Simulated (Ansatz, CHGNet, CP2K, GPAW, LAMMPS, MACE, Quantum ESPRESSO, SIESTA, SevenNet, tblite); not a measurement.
**Glassy 55SiO2-25B2O3-10CaO-10K2O (mol %) (68 atoms): forces by two methods**

68 atoms (11 Si, 10 B, 2 Ca, 4 K, 41 O) placed at random at 2.27 g/cm³, melted at 3000 K for 20 ps at fixed volume with the Buckingham and Coulomb pair potential of Guillot and Sator (Geochim. Cosmochim. Acta 71, 1249 (2007)) with the boron terms of Wang et al. (J. Non-Cryst. Solids 498, 294 (2018)). Quenched from 3000 K to 300 K at 20 K/ps and fixed volume, held 10 ps at zero pressure, then minimised at fixed cell.

Two calculations on one geometry. First: Kohn-Sham DFT, PBE, PAW, plane waves (Ansatz 0.2.0; cutoff 420 eV, Γ point, fermi-dirac smearing of 0.05 eV; PAW set soft_2). Second: Kohn-Sham DFT, PBE, GTH-PBE pseudopotentials, Gaussian and plane waves, DZVP-MOLOPT-SR-GTH, diagonalisation; 600/50 Ry; levels smeared at 580 K (CP2K 2026.2; Γ point).

Cell vectors (Å):

```
9.642 0.000 0.000
0.000 9.642 0.000
0.000 0.000 9.642
```

Atom, position (Å) and force of the first calculation (eV/Å):

```
1 Si 5.224 4.626 4.673 0.154 -0.745 0.698
2 Si 7.032 7.914 6.410 1.607 -0.363 -1.365
3 Si 1.404 1.451 7.467 -2.998 -1.070 -0.254
4 Si 0.803 5.908 6.431 -0.746 0.127 -0.405
5 Si 7.255 4.352 8.878 0.793 1.039 -1.235
6 Si 2.187 1.985 4.519 -0.616 2.281 0.089
7 Si 6.912 2.279 1.709 0.521 -0.955 1.691
8 Si 8.779 1.623 4.188 -1.484 -0.351 1.581
9 Si 7.558 8.932 1.624 1.453 -0.993 0.861
10 Si 5.113 5.951 7.635 0.496 -0.620 -1.157
11 Si 0.504 6.447 2.667 -1.770 0.159 -0.524
12 B 1.800 1.392 0.594 -2.336 1.450 1.478
13 B 2.404 5.002 4.189 -1.360 -0.321 2.454
14 B 6.611 9.363 4.145 0.638 2.120 -0.596
15 B 9.499 8.453 7.510 -0.455 -1.652 1.479
16 B 0.838 9.064 2.031 -2.210 0.258 -1.085
17 B 8.709 6.870 0.058 0.708 2.611 -1.326
18 B 4.923 1.998 3.570 2.108 -1.822 1.365
19 B 8.934 3.383 6.663 1.101 0.167 -1.272
20 B 7.717 5.934 4.376 0.126 1.524 0.952
21 B 2.584 5.714 8.678 -0.352 -1.687 0.703
22 Ca 0.431 4.232 0.003 0.797 -0.057 -0.124
23 Ca 3.221 3.706 2.059 -0.690 -0.275 -0.718
24 K 4.470 9.223 9.273 -0.176 0.039 -0.100
25 K 4.403 7.110 1.825 0.214 -0.546 0.510
26 K 3.171 8.435 5.071 -0.326 -0.219 0.146
27 K 5.827 1.495 7.091 0.843 0.511 -1.031
28 O 0.361 7.467 6.533 0.975 -0.589 -1.090
29 O 5.722 0.821 3.788 -1.411 0.221 0.060
30 O 7.336 3.345 0.528 -0.164 -0.199 0.258
31 O 7.780 3.564 7.558 -1.212 -0.519 0.858
32 O 8.627 2.541 5.522 -0.611 0.036 -0.157
33 O 1.986 5.834 5.298 0.643 0.806 -0.232
34 O 0.758 1.367 4.011 0.799 -0.521 -0.511
35 O 1.663 5.365 2.981 0.556 -0.145 -1.064
36 O 2.224 1.518 8.909 1.660 -0.373 -0.293
37 O 6.021 7.287 7.536 -1.191 0.455 0.974
38 O 2.327 1.538 6.104 1.448 -0.653 0.189
39 O 9.391 4.693 6.195 0.051 0.509 0.018
40 O 5.144 3.005 4.609 0.298 0.729 1.132
41 O 5.730 4.876 8.688 -0.747 -0.340 0.563
42 O 3.482 1.679 3.545 -1.155 -0.882 -0.406
43 O 1.469 5.504 7.885 1.025 -0.348 1.760
44 O 2.138 3.604 4.494 -0.104 -0.300 -0.503
45 O 3.862 5.139 3.906 0.551 1.208 -1.532
46 O 7.590 7.632 0.648 -1.957 0.624 0.505
47 O 3.647 6.431 8.143 0.583 1.160 -0.054
48 O 9.611 6.384 1.128 1.008 -1.421 0.589
49 O 5.084 5.203 6.193 -0.290 -0.136 0.284
50 O 9.453 7.763 8.817 0.451 -0.310 0.840
51 O 2.717 5.068 0.245 -0.195 0.675 -0.754
52 O 1.195 7.943 2.777 1.406 0.852 0.265
53 O 1.366 2.522 1.258 1.163 -0.661 -0.889
54 O 8.124 8.824 7.149 -1.338 0.452 -0.410
55 O 8.209 5.664 9.024 -0.193 -1.474 0.146
56 O 7.952 0.242 4.435 0.965 0.231 0.270
57 O 0.694 0.000 7.525 0.878 0.763 -0.203
58 O 0.377 2.726 7.466 0.765 -0.092 1.334
59 O 6.093 8.686 5.324 -1.256 0.163 0.841
60 O 7.568 6.639 5.568 0.324 -0.821 -0.862
61 O 6.894 0.723 1.119 -0.708 0.216 -1.350
62 O 1.737 0.154 1.246 0.979 -0.922 0.074
63 O 8.041 2.314 2.890 0.092 0.978 -0.997
64 O 6.618 5.155 3.995 0.165 0.031 -0.683
65 O 6.751 8.477 2.976 -0.751 -0.871 -0.791
66 O 8.845 6.154 3.598 -0.617 -0.414 0.463
67 O 9.117 9.318 1.908 1.610 0.391 0.064
68 O 5.384 2.600 2.270 -0.532 0.884 -1.518
```

Q: Give the forces of the second method.

Atom and force (eV/Å):

```
1 0.264 -0.828 0.668
2 1.831 -0.322 -1.480
3 -3.180 -1.082 -0.281
4 -0.883 0.142 -0.493
5 0.805 1.165 -1.362
6 -0.633 2.396 0.105
7 0.506 -0.951 1.802
8 -1.529 -0.378 1.737
9 1.561 -1.146 0.842
10 0.452 -0.619 -1.179
11 -1.897 0.221 -0.474
12 -2.479 1.419 1.554
13 -1.444 -0.339 2.673
14 0.697 2.231 -0.630
15 -0.492 -1.767 1.588
16 -2.281 0.305 -1.118
17 0.727 2.810 -1.427
18 2.276 -1.944 1.419
19 1.187 0.162 -1.372
20 0.160 1.544 0.978
21 -0.365 -1.745 0.710
22 0.793 -0.180 -0.074
23 -0.642 -0.321 -0.853
24 -0.184 0.052 -0.105
25 0.234 -0.569 0.515
26 -0.343 -0.239 0.166
27 0.859 0.545 -1.043
28 1.062 -0.708 -1.237
29 -1.502 0.159 0.089
30 -0.113 -0.184 0.297
31 -1.461 -0.579 1.049
32 -0.625 -0.016 -0.272
33 0.720 0.900 -0.179
34 0.836 -0.654 -0.519
35 0.578 -0.164 -1.246
36 1.765 -0.242 -0.528
37 -1.232 0.552 1.122
38 1.658 -0.701 0.157
39 0.040 0.631 -0.029
40 0.393 0.900 1.344
41 -0.830 -0.345 0.733
42 -1.366 -1.020 -0.430
43 0.941 -0.486 1.810
44 -0.108 -0.359 -0.526
45 0.724 1.400 -1.695
46 -2.243 0.755 0.716
47 0.838 1.351 -0.123
48 1.185 -1.551 0.769
49 -0.272 -0.071 0.322
50 0.454 -0.292 0.967
51 -0.144 0.689 -0.565
52 1.647 0.738 0.397
53 1.087 -0.494 -0.692
54 -1.667 0.581 -0.418
55 -0.248 -1.591 0.064
56 1.207 0.317 0.240
57 0.970 0.885 -0.253
58 0.943 -0.045 1.485
59 -1.396 0.121 1.038
60 0.287 -0.822 -0.726
61 -0.766 0.258 -1.355
62 1.195 -1.077 0.108
63 0.072 1.112 -1.129
64 0.003 -0.121 -0.737
65 -0.699 -0.984 -0.947
66 -0.505 -0.357 0.424
67 1.407 0.428 0.052
68 -0.585 1.044 -1.666
```

The two sets differ by 112 meV/Å r.m.s., 12 % of the r.m.s. force of the Ansatz run. The network of bonds at the start is that of the classical potential that made the cell, and needn't be the one that DFT or experiment would give. The electronic-structure runs sample only Γ, in a cell whose shortest periodic width is 10 Å.

[Logs are printed without paths, hosts, clocks, repeated set-up lines and the standing remarks that a program may print on its own settings, such as how far it seeks lower states.]

[Hosts, paths, dates, database ids (printed as entryN), source tags and the programs' standing remarks are cut or masked in the printed files.]
